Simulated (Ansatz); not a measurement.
# Moving the knobs of a GW run on CeO2 (Fm-3m)

A base run on CeO2 (Fm-3m), then changed inputs.

Method: G0W0 on PBE, plane waves, PAW; PAW set soft_1, in Ansatz 0.2.0.

In doubt: the elements are of a kind flagged for part-filled d or f shells, though by formal charges that shell is empty here, so the flag may not apply.

## 1. The starting structure

It takes space group Fm-3m (No. 225, cubic). The conventional cell has a = 5.407 Å, b = 5.407 Å, c = 5.407 Å, α = 90.00°, β = 90.00°, γ = 90.00°. Ce has 8 O at 2.34 Å nearest. Nearest to O lie 4 Ce at 2.34 Å. Farther neighbours and most contacts between anions are not listed.

The cell and positions come from the Crystallography Open Database and are kept as given unless a step says otherwise. Spin-orbit coupling is left out unless a step names it.

## 2. The base run: 6×6×6 mesh, 89 empty bands, screening to 100 eV, PAW set soft_1 files

G0W0 replaces the xc potential by the self-energy, built once from these orbitals. Only a window of levels is corrected, while the sums run over the empty bands that the input names. This step takes PAW set soft_1 files.

input.yaml

```yaml
crystal:
  lattice:
    - [0.0, 2.70365, 2.70365]
    - [2.70365, 0.0, 2.70365]
    - [2.70365, 2.70365, 0.0]
  atoms:
    - { symbol: Ce, position: [0.0, 0.0, 0.0] }
    - { symbol: O, position: [0.25, 0.25, 0.25] }
    - { symbol: O, position: [0.75, 0.75, 0.75] }
kpoints:
  mp_grid: { grid: [6, 6, 6] }
hamiltonian:
  xc: pbe
  pseudopotentials: { kind: paw, azcp: { folder: soft_1 } }
scf:
  occupations: { method: fixed }
gw:
  n_empty_bands: 89
  ecut_chi: 100
  qp_bands: [v2, c2]
  qp_kpoints: band_edges
  screening: { model: contour_deformation }
```

Command:

```sh
> ansatz run input.yaml --threads 3 --pin off --max-ram 92160MiB --backend cuda --events-out ev --progress --plain --runs-dir out --devices 1 --max-vram 13GiB
```

Numbers of over 12 decimals in the logs are rounded to 6 here.

The program printed:

```text
GPUs: using 1 of 1 available (devices: 1).
Engine: ansatz 0.2.0, x86_64-unknown-linux-gnu
Pseudopotentials: kind: paw
Pseudopotential: Ce, paw, valence charge 12, recommended cutoff 420 eV (normal), soft_1/Ce.paw.azcp
Pseudopotential: O, paw, valence charge 6, recommended cutoff 420 eV (normal), soft_1/O.paw.azcp
Functional definition: PBE
  parameter kappa = 0.804
  parameter beta = 0.066725
  exchange = pbe_x(kappa = kappa, mu = beta*pi^2/3)
  correlation = pbe_c(beta = beta)
device memory: the entry about to start is reckoned to put 0.5 GiB on a device that reports 51.1 GiB free (of which the cap on the GPU budget leaves the run 13.0 GiB)
GPU FFT provider: cuFFT
GPU libraries: cuBLAS 13.8.2, cuFFT 12.4.0, cuSOLVER 12.3.4
Crystal: 3 atoms, lattice volume = 39.526 Å³
Basis set: ecut = 420 eV, 749 PW (Γ)
Bands: 16, of which v1, the nominal top of the filled ones, is band 12 counted from 1 (11 counted from 0)
Symmetry: 48 space group operations
Space group: Fm-3m (ITA 225), of the structure as read, at distance tolerance 3.4e-5 Å
k-points: 16 of 216
Non-local potential: Ce, projectors of the file, l = 0: 3, l = 1: 2, l = 2: 2, l = 3: 3
Non-local potential: O, projectors of the file, l = 0: 2, l = 1: 2, l = 2: 1
PAW form: soft (Blöchl's): semilocal exchange-correlation on the pseudo side does not see the compensation charge
PAW one-centre angular grid: Ce, 590 points (default); XC on 64 Gauss nodes
PAW one-centre angular grid: O, 110 points (default); XC on 64 Gauss nodes
Initial density: superposition of atomic densities (chi_scale 0.1, normalization cell, long waves kept (reshape's long-wave potential 0.00 eV rms))
Initial wavefunctions: pseudopotential atomic-orbital guess
GPU buffer pool allocated for 19683 grid points (all kernels)
GPU transforms: local potential and band sums: pruned to the plane-wave sphere, on 25×25×25
Functional: x = pbe(κ = 0.804, μ = 0.219515), c = pbe(β = 0.066725)
SCF iter   1: F=—  HF=-7716.061747 eV  |F-HF|=—  |Δ(HF+E_count)|=         —  Δρ=4.82e-2  dr2=6.40e-1  ethr=3.10e-3  ⟨swp⟩=4.0  Hψ=1022  notcnv=0  defer=17
preconditioner: auto → none  [insulator: Δε(μ)=2.178 eV  Ē_g=10.308 eV  n_scr=14 (ndim 8)  ℏωp=27.7 eV  f_vac=0.000  ε∞_Penn≈8.2]
SCF iter   2: F=—  HF=-7715.994605 eV  |F-HF|=—  |Δ(HF+E_count)|=   6.71e-2  Δρ=2.18e-2  dr2=1.40e-1  ethr=2.67e-3  ⟨swp⟩=2.8  Hψ=480  notcnv=0  defer=9
SCF iter   3: F=—  HF=-7716.029597 eV  |F-HF|=—  |Δ(HF+E_count)|=   3.50e-2  Δρ=1.48e-2  dr2=1.07e-1  ethr=5.82e-4  ⟨swp⟩=2.9  Hψ=450  notcnv=0  defer=8
SCF iter   4: F=—  HF=-7716.016413 eV  |F-HF|=—  |Δ(HF+E_count)|=   1.32e-2  Δρ=4.37e-3  dr2=6.33e-3  ethr=4.44e-4  ⟨swp⟩=2.6  Hψ=404  notcnv=0  defer=11
[...]
k-point 2: bands = [... 8 lower, 8.9174, 9.7371, 10.0317, 10.0317, 13.0370, 13.0370, 13.0886, 13.1504]
  k-point 15: bands = [... 8 lower, 9.7130, 9.8897, 10.0783, 10.1820, 12.9046, 12.9851, 12.9950, 13.1496]
--- G₀W₀: contour deformation, 6 samples at zero and on the imaginary axis and 1 off it, 216 q-points, 89 empty bands' worth ---
  eigenvalues of the whole cell's RPA ε∞ on this k-mesh (on a slab, of 1 + 4πα/V) = 7.6516, 7.6516, 7.6516; static W/v taken at q = 0 is 0.130691
  bands read: the sum over 101 bands ends inside a degenerate multiplet in 2 slots, whose members it reads at an even weight; the widest, k=3: bands 101 to 102 (counted from 1) at 1/2 each
  gw.qp_kpoints: band_edges: 16 of 16 stored k-points solved, in 1 pass; an edge of the gap read off the rows below is read off those points alone
  `?` marks the rows in doubt; gw_qp.tsv's column doubts and the gw_qp event give each row's grounds
    ik  band        ε_KS         Σx   Σc(E_QP)       V_xc       Z   E_QP_lin       E_QP  E_QP is
     0    11     10.2227   -25.9571     3.4587   -22.8741  0.6783    10.5949    10.5985  root
     0    12     10.2227   -25.9571     3.4587   -22.8741  0.6783    10.5949    10.5985  root
     0    13     13.1432   -23.6621   -12.9965   -38.5726  0.5528    15.5215    15.0571  root ?
     0    14     13.1432   -23.6621   -12.9965   -38.5726  0.5528    15.5215    15.0571  root ?
     1    11     10.1314   -25.6074     3.6844   -22.2117  0.6799    10.4177    10.4200  root
     1    12     10.1314   -25.6074     3.6844   -22.2117  0.6799    10.4177    10.4200  root
     1    13     13.1149   -23.5377   -12.8138   -38.2693  0.5564    15.4865    15.0327  root ?
     1    14     13.1149   -23.5377   -12.8138   -38.2693  0.5564    15.4865    15.0327  root ?
     2    11     10.0317   -25.5288     3.8579   -21.9068  0.6810    10.2660    10.2676  root
     2    12     10.0317   -25.5288     3.8579   -21.9068  0.6810    10.2660    10.2676  root
     2    13     13.0370   -23.5552   -12.5126   -38.0059  0.5625    15.4163    14.9752  root ?
     2    14     13.0370   -23.5552   -12.5126   -38.0059  0.5625    15.4163    14.9752  root ?
     3    11     10.0479   -25.9106     3.7851   -22.4116  0.6807    10.3317    10.3340  root
     3    12     10.0479   -25.9106     3.7851   -22.4116  0.6807    10.3317    10.3340  root
     3    13     12.8147   -23.1984   -11.4573   -36.6457  0.5844    15.1811    14.8047  root ?
     3    14     13.0016   -23.6853   -12.4484   -38.0850  0.5639    15.3942    14.9529  root ?
[...]
14    11      9.9870   -26.2997     3.9879   -22.6067  0.6792    10.2795    10.2820  root
    14    12     10.5871   -25.8841     4.4338   -21.5474  0.6949    10.6840    10.6843  root
    14    13     12.8772   -23.2100   -11.6550   -36.8264  0.5787    15.2230    14.8386  root ?
    14    14     13.0002   -23.7346   -12.3431   -38.0245  0.5649    15.3846    14.9470  root ?
    15    11     10.0783   -26.0712     4.2653   -22.0263  0.6789    10.2973    10.2988  root
    15    12     10.1820   -26.0898     4.2610   -22.0479  0.6806    10.3996    10.4010  root
    15    13     12.9046   -23.3733   -11.7927   -37.1234  0.5755    15.2585    14.8620  root ?
    15    14     12.9851   -23.8133   -12.2572   -38.0180  0.5660    15.3680    14.9326  root ?
[key lines of the parts left out:]
SCF converged after 8 iterations
Free energy (F): -7716.016495 eV
Fermi energy:    10.732522 eV
```

Run time: 16 s. Hardware: 1 × NVIDIA H100 80GB HBM3 (shared by 6 runs) with 3 threads of AMD EPYC 7R13 (Zen 3), shared host; peak memory 1 GiB; 25 s of CPU time.

Reading the cycles: dr2 is the Hartree energy of the density residual (eV), the measure of convergence; HF is the Harris–Foulkes estimate of the energy, which meets the free energy F at convergence.

This step gave:

* bands summed: 101
* RPA ε∞ on this mesh (eigenvalues): 7.652, 7.652, 7.652
* plane waves in the screening matrix: 89
* q-points in the mesh: 216
* G0W0 gap on the mesh: 3.811 eV
* k of the valence top: 0, 0.1667, -0.1667
* k of the conduction bottom: 0, 0, -0.5
* starting gap on the mesh: 2.082 eV
* Z at the valence top: 0.6863
* Z at the conduction bottom: 0.5844
* least direct G0W0 gap on the computed points: 3.896 eV

The gap on the mesh goes from 2.08 eV to 3.81 eV, a correction of +1.73 eV, though a band edge has moved to another state. The program marks an edge row as in doubt.

## 3. Variant: potentials

Other atomic data (hard PAW) test the pseudisation: the cutoff goes from 420 to 930 eV, with the same valence electrons.

This step: G0W0 on PBE, plane waves, PAW.

input.yaml, as its differences from that of step 2:

```diff
@@ -13,3 +13,3 @@
   xc: pbe
-  pseudopotentials: { kind: paw, azcp: { folder: soft_1 } }
+  pseudopotentials: { kind: paw, source: ansatz }
 scf:
```

The program printed:

```text
GPUs: using 1 of 1 available (devices: 1).
[...]
GPU FFT provider: cuFFT
GPU libraries: cuBLAS 13.8.2, cuFFT 12.4.0, cuSOLVER 12.3.4
Crystal: 3 atoms, lattice volume = 39.526 Å³
Basis set: ecut = 930 eV, 2637 PW (Γ)
Bands: 16, of which v1, the nominal top of the filled ones, is band 12 counted from 1 (11 counted from 0)
[... 1 set-up line as in the run before ...]
[...]
k-points: 16 of 216
[...]
GPU buffer pool allocated for 157464 grid points (all kernels)
[...]
SCF iter   1: F=—  HF=-7721.544955 eV  |F-HF|=—  |Δ(HF+E_count)|=         —  Δρ=4.94e-2  dr2=8.93e-1  ethr=3.10e-3  ⟨swp⟩=5.0  Hψ=1206  notcnv=0  defer=7
[...]
SCF iter   9: F=-7721.406948 eV  HF=-7721.406948 eV  |F-HF|=4.50e-8  |Δ(HF+E_count)|=   8.15e-7  Δρ=1.03e-5  dr2=4.43e-8  ethr=4.17e-10  ⟨swp⟩=5.5  Hψ=1426  notcnv=0
SCF 1 converged in 9 iterations: F = -7721.406948 eV  dr2 = 4.43e-8
[...]
NSCF: frozen V_eff on 16 k-points, pencils in batches of 32, up to order 64
[...]
NSCF: frozen V_eff on 16 k-points
G₀W₀ screening: q 1/16
[... further progress lines ...]
[...]
SCF converged after 9 iterations
Free energy (F): -7721.406948 eV
[...]
Internal energy: -7721.406948 eV  (E = F + TS)
E sigma→0 (E₀):  -7721.406948 eV
Fermi energy:    10.737683 eV
[...]
--- Band table (eV; the first three rows and the last of 16) ---
  k-point 0: bands = [... 8 lower, 6.9576, 10.2272, 10.2272, 10.2272, 13.1566, 13.1566, 13.1566, 13.4110]
[...]
0    14     13.1566   -23.5948   -12.9710   -38.4858  0.5545    15.5419    15.0765  root ?
     1    11     10.1353   -25.5892     3.6863   -22.1833  0.6805    10.4136    10.4157  root
     1    12     10.1353   -25.5892     3.6863   -22.1833  0.6805    10.4136    10.4157  root
     1    13     13.1277   -23.4684   -12.7872   -38.1795  0.5582    15.5063    15.0516  root ?
     1    14     13.1277   -23.4684   -12.7872   -38.1795  0.5582    15.5063    15.0516  root ?
     2    11     10.0354   -25.5125     3.8580   -21.8819  0.6816    10.2614    10.2629  root
     2    12     10.0354   -25.5125     3.8580   -21.8819  0.6816    10.2614    10.2629  root
     2    13     13.0492   -23.4846   -12.4871   -37.9159  0.5643    15.4356    14.9935  root ?
     2    14     13.0492   -23.4846   -12.4871   -37.9159  0.5643    15.4356    14.9935  root ?
     3    11     10.0522   -25.8971     3.7854   -22.3889  0.6813    10.3273    10.3295  root
     3    12     10.0522   -25.8971     3.7854   -22.3889  0.6813    10.3273    10.3295  root
     3    13     12.8258   -23.1219   -11.4329   -36.5507  0.5862    15.1987    14.8217  root ?
     3    14     13.0139   -23.6141   -12.4237   -37.9951  0.5657    15.4136    14.9713  root ?
[...]
14    11      9.9919   -26.2854     3.9876   -22.5845  0.6798    10.2762    10.2786  root
    14    12     10.5917   -25.8749     4.4287   -21.5355  0.6954    10.6808    10.6810  root
    14    13     12.8883   -23.1324   -11.6284   -36.7280  0.5806    15.2405    14.8556  root ?
    14    14     13.0123   -23.6625   -12.3188   -37.9343  0.5667    15.4039    14.9653  root ?
    15    11     10.0826   -26.0438     4.2724   -21.9809  0.6795    10.2908    10.2921  root
    15    12     10.1862   -26.0854     4.2510   -22.0495  0.6811    10.3999    10.4013  root
    15    13     12.9160   -23.2976   -11.7670   -37.0280  0.5773    15.2765    14.8794  root ?
    15    14     12.9972   -23.7407   -12.2338   -37.9283  0.5677    15.3874    14.9509  root ?
```

It took 17 s on 1 × NVIDIA H100 80GB HBM3 (shared by 6 runs) with 3 threads; peak memory 1.2 GiB.

The G0W0 gap on the mesh is 3.831 eV.

Against the base:

```
setting            base   variant
  files  PAW set soft_1  hard PAW
```

| quantity | variant | base |
| --- | --- | --- |
| starting gap on the mesh | 2.088 | 2.082 |
| G0W0 gap on the mesh | 3.831 | 3.811 |
| least direct G0W0 gap on the computed points | 3.917 | 3.896 |
| Z at the valence top | 0.687 | 0.686 |
| Z at the conduction bottom | 0.586 | 0.584 |

## 4. Variant: frequency model

A plasmon pole stands in for the full frequency dependence of the screening; this run shows what that costs in accuracy.

This step: G0W0 on PBE, plane waves, PAW; PAW set soft_1.

input.yaml, as its differences from that of step 3:

```diff
@@ -13,3 +13,3 @@
   xc: pbe
-  pseudopotentials: { kind: paw, source: ansatz }
+  pseudopotentials: { kind: paw, azcp: { folder: soft_1 } }
 scf:
@@ -21,2 +21,2 @@
   qp_kpoints: band_edges
-  screening: { model: contour_deformation }
+  screening: { model: godby_needs }
```

The program printed:

```text
GPUs: using 1 of 1 available (devices: 1).
[...]
GPU FFT provider: cuFFT
GPU libraries: cuBLAS 13.8.2, cuFFT 12.4.0, cuSOLVER 12.3.4
Crystal: 3 atoms, lattice volume = 39.526 Å³
Basis set: ecut = 420 eV, 749 PW (Γ)
Bands: 16, of which v1, the nominal top of the filled ones, is band 12 counted from 1 (11 counted from 0)
[... 1 set-up line as in the run before ...]
[...]
k-points: 16 of 216
[...]
GPU buffer pool allocated for 19683 grid points (all kernels)
[...]
SCF iter   1: F=—  HF=-7716.061747 eV  |F-HF|=—  |Δ(HF+E_count)|=         —  Δρ=4.82e-2  dr2=6.40e-1  ethr=3.10e-3  ⟨swp⟩=4.0  Hψ=1022  notcnv=0  defer=17
[...]
SCF iter   8: F=-7716.016495 eV  HF=-7716.016495 eV  |F-HF|=2.28e-8  |Δ(HF+E_count)|=   1.15e-7  Δρ=7.72e-6  dr2=3.03e-8  ethr=4.17e-10  ⟨swp⟩=5.8  Hψ=998  notcnv=0
SCF 1 converged in 8 iterations: F = -7716.016495 eV  dr2 = 3.03e-8
[...]
G₀W₀ screening: q 1/16
[... further progress lines ...]
[...]
SCF converged after 8 iterations
Free energy (F): -7716.016495 eV
[...]
Internal energy: -7716.016495 eV  (E = F + TS)
E sigma→0 (E₀):  -7716.016495 eV
Fermi energy:    10.732522 eV
[...]
--- Band table (eV; the first three rows and the last of 16) ---
  k-point 0: bands = [... 8 lower, 6.9568, 10.2227, 10.2227, 10.2227, 13.1432, 13.1432, 13.1432, 13.3961]
  k-point 1: bands = [... 8 lower, 7.6312, 9.9982, 10.1314, 10.1314, 13.1149, 13.1149, 13.1456, 13.4282]
  k-point 2: bands = [... 8 lower, 8.9174, 9.7371, 10.0317, 10.0317, 13.0370, 13.0370, 13.0886, 13.1504]
[...]
1    11     10.1314   -25.6074     3.7033   -22.2117  0.7557    10.4384    10.4390  root
     1    12     10.1314   -25.6074     3.7033   -22.2117  0.7557    10.4384    10.4390  root
     1    13     13.1149   -23.5377   -11.9317   -38.2693  0.6994    16.0916    15.9149  root ?
     1    14     13.1149   -23.5377   -11.9317   -38.2693  0.6994    16.0916    15.9149  root ?
     2    11     10.0317   -25.5288     3.8771   -21.9068  0.7580    10.2865    10.2868  root
     2    12     10.0317   -25.5288     3.8771   -21.9068  0.7580    10.2865    10.2868  root
     2    13     13.0370   -23.5552   -11.6498   -38.0059  0.7000    15.9793    15.8380  root ?
     2    14     13.0370   -23.5552   -11.6498   -38.0059  0.7000    15.9793    15.8380  root ?
     3    11     10.0479   -25.9106     3.8122   -22.4116  0.7568    10.3604    10.3610  root
     3    12     10.0479   -25.9106     3.8122   -22.4116  0.7568    10.3604    10.3610  root
[...]
3    14     13.0016   -23.6853   -11.5878   -38.0850  0.6998    15.9471    15.8135  root ?
[...]
4    13     13.0563   -23.3855   -11.8485   -38.0395  0.6998    16.0180    15.8618  root ?
[...]
13    14     13.0494   -23.6253   -11.5621   -37.9680  0.7010    15.9811    15.8300  root ?
[...]
14    12     10.5871   -25.8841     4.5007   -21.5474  0.7592    10.7510    10.7512  root
    14    13     12.8772   -23.2100   -10.8934   -36.8264  0.7064    15.6955    15.6002  root
    14    14     13.0002   -23.7346   -11.4849   -38.0245  0.7002    15.9323    15.8051  root ?
    15    11     10.0783   -26.0712     4.2913   -22.0263  0.7552    10.3245    10.3248  root
    15    12     10.1820   -26.0898     4.2917   -22.0479  0.7552    10.4314    10.4318  root
    15    13     12.9046   -23.3733   -11.0112   -37.1234  0.7048    15.7474    15.6434  root ?
    15    14     12.9851   -23.8133   -11.3984   -38.0180  0.7003    15.9085    15.7914  root ?
```

The job ended after 18 s (1 × NVIDIA H100 80GB HBM3 (shared by 6 runs) with 3 threads; peak memory 1.1 GiB; 25 s of CPU time).

The G0W0 gap on the mesh is 4.500 eV.

Against the base:

```csv
setting,base,variant
frequency model,contour deformation,plasmon pole
```

| quantity | variant | base |
| --- | --- | --- |
| starting gap on the mesh | 2.082 | 2.082 |
| G0W0 gap on the mesh | 4.500 | 3.811 |
| least direct G0W0 gap on the computed points | 4.614 | 3.896 |
| Z at the valence top | 0.757 | 0.686 |
| Z at the conduction bottom | 0.708 | 0.584 |

## 5. Results

```json
{
  "base": "3.81 eV, 16 s",
  "potentials": "3.83 eV, 17 s",
  "frequency model": "4.50 eV, 18 s"
}
```

What this shows: Potentials: the gap moves by +0.02 eV (the plane-wave cutoff goes from 420 to 930 eV). Frequency model: the gap moves by +0.69 eV. All runs here use a coarse mesh and modest cutoffs; they test settings and are not final values. Empty 4f levels lie among the conduction bands. Their place in the start is unsure; it enters the screening, and the edge itself where they lie low. The runs have no spin polarisation. For a closed low-spin shell that is the natural state; where a d or f shell is open it is a constraint, and the gap is then not the crystal's own. The compound holds f electrons or empty f levels, where one-shot G0W0 is unsure. The many-body steps are scalar-relativistic: spin-orbit coupling is not in them. The program marks a band-edge row as in doubt, so the gap is less sure than its digits.

[Paths, hosts, dates, memory and timing lines, banners, echoed tables and standing remarks are left out of the program output.]

[Logs are printed without paths, hosts, clocks, repeated set-up lines and the standing remarks that a program may print on its own settings, such as how far it seeks lower states.]

[Runs of the session that timed out or met a known fault of the program may be left out.]

[Cells called generated may have been cut or substituted from an entry of the Crystallography Open Database or the Materials Project.]

[Hosts, paths, dates, database ids (printed as entryN), source tags and the programs' standing remarks are cut or masked in the printed files.]
